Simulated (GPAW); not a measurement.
# How Sn absorbs and reflects light

Aim: the dielectric function of Sn, and the optical constants that follow from it. The cell comes from an older database entry, whose edges can differ from later determinations, mostly by under a per cent.

Main program and level: GPAW 26.7.0; DFT, PBE, plane-wave PAW (GPAW data sets), scalar-relativistic, RPA, optical limit.

This is a report of a sequence of runs, with most program output left out.

The database entry behind the starting cell differs from later determinations by our own check (about 0.15 % long, nanocrystals), so it need not match the best structure at ambient conditions.

**1. The starting structure**

It takes space group I4_1/amd (No. 141, tetragonal). The conventional cell has a = 5.839 Å, b = 5.839 Å, c = 3.188 Å, α = 90.00°, β = 90.00°, γ = 90.00°. Sn has 6 Sn at 3.03 to 3.19 Å nearest.

**2. Ground state**

The self-consistent density comes first; it also tells whether there is a gap, which decides the occupations and the need for a Drude term.

This step: DFT, PBE, plane-wave PAW (GPAW data sets), scalar-relativistic, ground state (GPAW 26.7.0).

Input file gs.py:

```python
from ase import Atoms
from ase.dft.bandgap import bandgap
from gpaw import GPAW, PW, FermiDirac

atoms = Atoms(['Sn', 'Sn'],
              cell=[[-2.919644075000, 2.919644075000, 1.593800000000],
                    [2.919644075000, -2.919644075000, 1.593800000000],
                    [2.919644075000, 2.919644075000, -1.593800000000]],
              scaled_positions=[[0.750000000000, 0.250000000000, 0.500000000000],
                                [0.000000000000, 0.000000000000, 0.000000000000]],
              pbc=[True, True, True])
atoms.calc = GPAW(mode=PW(500), xc='PBE', kpts={'size': (8, 8, 8), 'gamma': True},
                  occupations=FermiDirac(0.05), maxiter=150, txt='gs.txt')
print('energy (eV)', atoms.get_potential_energy())
print('Fermi level (eV)', atoms.calc.get_fermi_level())
print('valence electrons', atoms.calc.get_number_of_electrons())
print('gap (eV)', bandgap(atoms.calc, output=None)[0])
print('direct gap (eV)', bandgap(atoms.calc, direct=True, output=None)[0])
atoms.calc.write('gs.gpw')
```

Started as:

```console
$ OMP_NUM_THREADS=1 python gs.py
```

Elapsed: 30 s, on 1 thread of Intel Xeon at 2.70GHz, shared host; peak memory 0.17 GiB.

This step gave:

* energy: -7.986 eV
* Fermi energy: 7.074 eV
* electrons: 28

There are states at the Fermi level within the smearing, so the occupations stay smeared and the carriers get a Drude term.

**3. Bands for the response**

At the fixed density, many empty bands are solved on the mesh of the response, since the spectrum sums over them.

This step: DFT, PBE, plane-wave PAW (GPAW data sets), scalar-relativistic, bands at fixed density (GPAW 26.7.0).

Input file nscf.py:

```python
from ase.dft.bandgap import bandgap
from gpaw import GPAW, FermiDirac

calc = GPAW('gs.gpw').fixed_density(kpts={'size': (15, 15, 15), 'gamma': True}, nbands=47, convergence={'bands': 41},
                                    occupations=FermiDirac(0.05), txt='nscf.txt')
print('gap (eV)', bandgap(calc, output=None)[0])
print('direct gap (eV)', bandgap(calc, direct=True, output=None)[0])
print('top band over the Fermi level (eV)', min(calc.get_eigenvalues(kpt=k)[40] for k in range(len(calc.get_ibz_k_points()))) - calc.get_fermi_level())
calc.write('full.gpw', mode='all')
```

Started as:

```console
$ OMP_NUM_THREADS=1 python nscf.py
```

The job ended after 10 min (1 thread; peak memory 0.53 GiB).

**4. Dielectric function, RPA**

Local fields let the induced charge screen the field inside the cell, which as a rule lowers ε, most along directions where the density is uneven.

This step: DFT, PBE, plane-wave PAW (GPAW data sets), scalar-relativistic, RPA, optical limit (GPAW 26.7.0).

Input file df.py:

```python
from gpaw.response.df import DielectricFunction

df = DielectricFunction('full.gpw', frequencies={'type': 'nonlinear', 'domega0': 0.03, 'omega2': 8},
                        ecut=50,
                        eta=0.15,
                        nbands=41,
                        rate=0.05,
                        txt='df.txt')
for direction in ['x', 'z']:
    df.get_dielectric_function(xc='RPA', direction=direction, filename=f'df_{direction}.csv')
```

Started as:

```console
$ OMP_NUM_THREADS=1 python df.py
```

Wall time 2.1 min (1 thread); peak memory 0.27 GiB.

Some rows of df_x.csv (energy; Re and Im without local fields; Re and Im with them):

```text
0.000000, 28345.801452, -0.000000, 28344.557301, 0.000000
0.460735, -270.665382, 98.376856, -272.118479, 97.958772
0.943989, -43.095074, 63.621480, -43.820273, 61.832584
1.451455, -37.584416, 41.679264, -36.973493, 40.702517
1.984998, -32.706856, 17.395704, -32.570193, 17.573141
2.546682, -18.594749, 8.880538, -18.797935, 9.035681
3.138794, -9.283576, 5.564827, -9.887857, 5.352429
3.763875, -7.688999, 6.440380, -7.918401, 5.853831
4.424758, -6.025798, 5.510343, -5.984194, 4.883646
5.124608, -5.676192, 4.231896, -5.393521, 3.837121
5.866977, -4.639290, 2.358121, -4.435816, 2.213251
6.655862, -3.343248, 1.461321, -3.229122, 1.349172
7.495775, -2.451246, 0.975055, -2.373423, 0.894123
8.391833, -1.688180, 0.768398, -1.625061, 0.668633
9.349861, -1.241368, 0.587619, -1.162837, 0.499119
10.376517, -0.840124, 0.433996, -0.767407, 0.368777
11.479449, -0.517633, 0.284583, -0.463242, 0.257388
12.667487, -0.223815, 0.214780, -0.181916, 0.202348
13.950874, -0.003556, 0.177413, 0.036519, 0.167939
```

The Im ε has structure finer than the step of the table below, so its rows give means over 0.5 eV, whole bins alone (the curve runs from 0.305 to 14.0 eV). Peaks (eV: height): E ∥ x 1.08: 69.3.

Sum at mesh points, not converged in k. The Im ε by photon energy; means over each step:

| photon energy (eV) | E ∥ x | E ∥ z |
| --- | --- | --- |
| 1.0 | 61.7 | 64.1 |
| 1.5 | 39.5 | 45.4 |
| 2.0 | 17.9 | 28.3 |
| 2.5 | 8.97 | 14.8 |
| 3.0 | 5.50 | 11.6 |
| 3.5 | 6.49 | 10.6 |
| 4.0 | 5.30 | 6.29 |
| 4.5 | 4.75 | 4.22 |
| 5.0 | 3.95 | 3.01 |
| 5.5 | 2.94 | 2.30 |
| 6.0 | 2.11 | 1.45 |
| 6.5 | 1.43 | 1.19 |
| 7.0 | 1.20 | 0.987 |
| 7.5 | 0.897 | 0.717 |
| 8.0 | 0.753 | 0.618 |
| 8.5 | 0.684 | 0.548 |
| 9.0 | 0.576 | 0.507 |
| 9.5 | 0.521 | 0.454 |
| 10.0 | 0.456 | 0.386 |
| 10.5 | 0.391 | 0.350 |
| 11.0 | 0.345 | 0.348 |
| 11.5 | 0.261 | 0.326 |
| 12.0 | 0.265 | 0.283 |
| 12.5 | 0.210 | 0.260 |
| 13.0 | 0.211 | 0.233 |
| 13.5 | 0.163 | 0.206 |

Values under 1 per cm are given as 1; sum at mesh points, not converged in k. The absorption coefficient by photon energy:

| photon energy (eV) | E ∥ x (1/cm) | E ∥ z (1/cm) |
| --- | --- | --- |
| 0.492 | 7.8e5 | 9.5e5 |
| 1.010 | 7.9e5 | 9.2e5 |
| 1.486 | 1.0e6 | 1.2e6 |
| 1.985 | 1.2e6 | 1.3e6 |
| 2.508 | 1.1e6 | 1.3e6 |
| 3.018 | 1.1e6 | 1.3e6 |
| 3.510 | 1.1e6 | 1.5e6 |
| 3.980 | 1.2e6 | 1.5e6 |
| 4.516 | 1.2e6 | 1.5e6 |
| 4.981 | 1.2e6 | 1.5e6 |
| 5.515 | 1.3e6 | 1.5e6 |
| 6.021 | 1.3e6 | 1.5e6 |
| 6.494 | 1.3e6 | 1.4e6 |
| 6.985 | 1.3e6 | 1.4e6 |
| 7.496 | 1.2e6 | 1.4e6 |
| 8.026 | 1.2e6 | 1.3e6 |
| 8.516 | 1.1e6 | 1.3e6 |
| 9.023 | 1.1e6 | 1.3e6 |
| 9.483 | 1.0e6 | 1.2e6 |
| 10.026 | 1.0e6 | 1.2e6 |
| 10.519 | 9.3e5 | 1.1e6 |
| 11.029 | 9.2e5 | 1.1e6 |
| 11.479 | 8.2e5 | 1.0e6 |
| 12.023 | 7.6e5 | 9.9e5 |
| 12.504 | 6.5e5 | 9.4e5 |
| 13.000 | 5.7e5 | 8.7e5 |
| 13.512 | 4.5e5 | 8.0e5 |

Sum at mesh points, not converged in k. Table of loss function −Im 1/ε at q → 0 by energy loss; read off at these points:

| energy loss (eV) | E ∥ x | E ∥ z |
| --- | --- | --- |
| 0.50 | 0.00144 | 8.0e-4 |
| 1.00 | 0.0110 | 0.00749 |
| 1.50 | 0.0137 | 0.0101 |
| 2.00 | 0.0129 | 0.0135 |
| 2.50 | 0.0205 | 0.0166 |
| 3.00 | 0.0324 | 0.0282 |
| 3.50 | 0.0614 | 0.0287 |
| 4.00 | 0.0626 | 0.0300 |
| 4.50 | 0.0822 | 0.0309 |
| 5.00 | 0.0858 | 0.0358 |
| 5.50 | 0.0808 | 0.0408 |
| 6.00 | 0.0945 | 0.0394 |
| 6.50 | 0.0927 | 0.0516 |
| 7.00 | 0.111 | 0.0598 |
| 7.50 | 0.139 | 0.0649 |
| 8.00 | 0.163 | 0.0804 |
| 8.50 | 0.238 | 0.107 |
| 9.00 | 0.247 | 0.135 |
| 9.50 | 0.367 | 0.166 |
| 10.00 | 0.396 | 0.196 |
| 10.50 | 0.592 | 0.269 |
| 11.00 | 0.635 | 0.374 |
| 11.50 | 0.940 | 0.465 |
| 12.00 | 1.44 | 0.565 |
| 12.50 | 2.15 | 0.777 |
| 13.00 | 3.48 | 1.08 |
| 13.50 | 5.74 | 1.50 |
| 13.69 | 6.50 | 1.77 |

The Im ε, E ∥ x has structure finer than the step of the table below, so its rows give means over 0.5 eV, whole bins alone (the curve runs from 0.305 to 14.0 eV). Peaks (eV: height): without local fields 1.08: 71.1; with local fields 1.08: 69.3.

Sum at mesh points, not converged in k. Im ε, E ∥ x against photon energy; means over each step:

| photon energy (eV) | without local fields | with local fields |
| --- | --- | --- |
| 1.0 | 63.2 | 61.7 |
| 1.5 | 40.2 | 39.5 |
| 2.0 | 17.8 | 17.9 |
| 2.5 | 8.84 | 8.97 |
| 3.0 | 5.61 | 5.50 |
| 3.5 | 7.04 | 6.49 |
| 4.0 | 5.85 | 5.30 |
| 4.5 | 5.33 | 4.75 |
| 5.0 | 4.36 | 3.95 |
| 5.5 | 3.14 | 2.94 |
| 6.0 | 2.22 | 2.11 |
| 6.5 | 1.52 | 1.43 |
| 7.0 | 1.26 | 1.20 |
| 7.5 | 0.969 | 0.897 |
| 8.0 | 0.822 | 0.753 |
| 8.5 | 0.772 | 0.684 |
| 9.0 | 0.638 | 0.576 |
| 9.5 | 0.595 | 0.521 |
| 10.0 | 0.484 | 0.456 |
| 10.5 | 0.438 | 0.391 |
| 11.0 | 0.338 | 0.345 |
| 11.5 | 0.283 | 0.261 |
| 12.0 | 0.264 | 0.265 |
| 12.5 | 0.213 | 0.210 |
| 13.0 | 0.210 | 0.211 |
| 13.5 | 0.160 | 0.163 |

Sum at mesh points, not converged in k. Table of reflectivity at normal incidence by photon energy; read off at these points:

| photon energy (eV) | E ∥ x (%) | E ∥ z (%) |
| --- | --- | --- |
| 0.50 | 95.6 | 97.0 |
| 1.00 | 80.3 | 85.4 |
| 1.50 | 80.4 | 83.9 |
| 2.00 | 85.5 | 82.5 |
| 2.10 | 85.7 | 83.5 |
| 2.50 | 83.0 | 83.4 |
| 3.00 | 80.1 | 77.3 |
| 3.50 | 67.3 | 77.5 |
| 4.00 | 69.5 | 80.4 |
| 4.50 | 64.8 | 82.1 |
| 5.00 | 66.3 | 82.1 |
| 5.50 | 69.9 | 81.7 |
| 6.00 | 70.0 | 84.5 |
| 6.12 | 71.3 | 85.0 |
| 6.50 | 74.5 | 82.6 |
| 7.00 | 72.7 | 82.1 |
| 7.15 | 75.1 | 83.5 |
| 7.50 | 72.1 | 83.2 |
| 8.00 | 71.5 | 81.9 |
| 8.50 | 66.4 | 79.5 |
| 9.00 | 68.9 | 77.7 |
| 9.50 | 63.4 | 76.2 |
| 10.00 | 64.0 | 75.8 |
| 10.50 | 60.2 | 73.1 |
| 11.00 | 61.6 | 68.9 |
| 11.25 | 63.9 | 67.7 |
| 11.50 | 61.1 | 67.1 |
| 12.00 | 53.2 | 66.9 |
| 12.50 | 54.0 | 63.6 |
| 13.00 | 42.2 | 60.9 |
| 13.50 | 42.4 | 59.0 |

At chosen wavelengths:

| wavelength (nm) | n x | k x | R (%) x | 1/α x | n z | k z | R (%) z | 1/α z |
| --- | --- | --- | --- | --- | --- | --- | --- | --- |
| 1550 | 3.31 | 8.781 | 86.2 | 14 nm | 2.91 | 10.853 | 91.2 | 11 nm |
| 800 | 2.98 | 6.762 | 80.6 | 9.4 nm | 2.82 | 7.402 | 83.7 | 8.6 nm |
| 633 | 1.55 | 5.980 | 85.3 | 8.4 nm | 2.36 | 6.472 | 82.3 | 7.8 nm |
| 405 | 0.78 | 3.393 | 78.7 | 9.5 nm | 1.36 | 4.268 | 77.1 | 7.6 nm |
| 365 | 1.08 | 3.031 | 68.0 | 9.6 nm | 1.45 | 4.191 | 75.4 | 6.9 nm |
| 308 | 0.90 | 2.875 | 69.6 | 8.5 nm | 0.83 | 3.669 | 80.2 | 6.7 nm |
| 193 | 0.36 | 1.972 | 74.6 | 7.8 nm | 0.29 | 2.211 | 82.4 | 6.9 nm |

In reflection the computed colour is near white: x = 0.314, y = 0.332, luminous reflectivity 84 %.

**5. Results**

What this shows: At this level (PBE, RPA) Sn is a metal. The mesh is too coarse to trust the carriers' weight, the reflectivity or the colour to better than tens of per cent. In reflection the computed colour is near white: x = 0.314, y = 0.332, luminous reflectivity 84 %. The carriers' damping of 0.05 eV is typed, not computed; it shapes the response at the lowest energies. Spin-orbit coupling is left out although heavy atoms are present. GPAW's carrier term has the form −ωp²/(ω + i·rate)², which damps like twice the rate and fails at low energy, so the curves leave the lowest energies out. The sum runs over mesh points 0.15 Å⁻¹ apart with no interpolation, so peaks are partly noise of the mesh, and the Drude plasma energy, a sum over the Fermi surface, isn't converged.

[Machine, clock and banner lines and Python warnings are left out of the logs.]

[Logs are printed without paths, hosts, clocks, repeated set-up lines and the standing remarks that a program may print on its own settings, such as how far it seeks lower states.]

[Hosts, paths, dates, database ids (printed as entryN), source tags and the programs' standing remarks are cut or masked in the printed files.]
